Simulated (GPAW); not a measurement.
Entries from a set of simulations; values are calculated unless marked as measured.

```
! title: A GW chain in GPAW: CaAlSiH (P3m1)
! method: DFT, LDA, plane waves, PAW (and 1 further level or step)
! program: GPAW 26.7.0
! settings of one run: cutoff 600 eV, GPAW PAW setups 1.2.1 data release, 3×3×2 k-mesh, nbands 93
! cost: 4 runs, 51 s in all on 4 MPI ranks of Arm Neoverse V1, shared host (the runs of this entry)
! notes: The cell and positions are those that the Materials Project relaxed with its own functionals (PBE, PBE+U or r2SCAN), kept fixed. Only 3 of the mesh’s irreducible points were corrected, so a valley elsewhere could overtake. Bands and cutoff are finite, so the gap is not at the basis limit. The miss can reach some tenths of an eV and take either sign; the mesh is an error of its own. The 3×3×2 mesh is coarse for this cell, which bears on the long-range parts of exchange and screening.
! LDA gap: 0.26 eV, indirect
! G0W0 gap on the mesh: 1.21 eV
! G0W0 gap over the zone (rigid shift): 0.88 eV
! GW settings: 3×3×2 mesh, 83 bands, screening to 65 eV, Godby-Needs plasmon pole
! known limits: not at the basis limit; coarse k mesh
CELL_PARAMETERS angstrom
4.14328 0.00000 0.00000
-2.07164 3.58819 0.00000
0.00000 0.00000 4.69823
ATOMIC_POSITIONS crystal
Ca 0.00000 0.00000 0.99992
Al 0.66667 0.33333 0.45711
Si 0.33333 0.66667 0.56589
H 0.66667 0.33333 0.08378
```

[Paths, hosts, dates, memory and timing lines, banners, echoed tables and standing remarks are left out of the program output.]

[Logs are printed without paths, hosts, clocks, repeated set-up lines and the standing remarks that a program may print on its own settings, such as how far it seeks lower states.]

[Runs of the session that timed out or met a known fault of the program may be left out.]

[Hosts, paths, dates, database ids (printed as entryN), source tags and the programs' standing remarks are cut or masked in the printed files.]
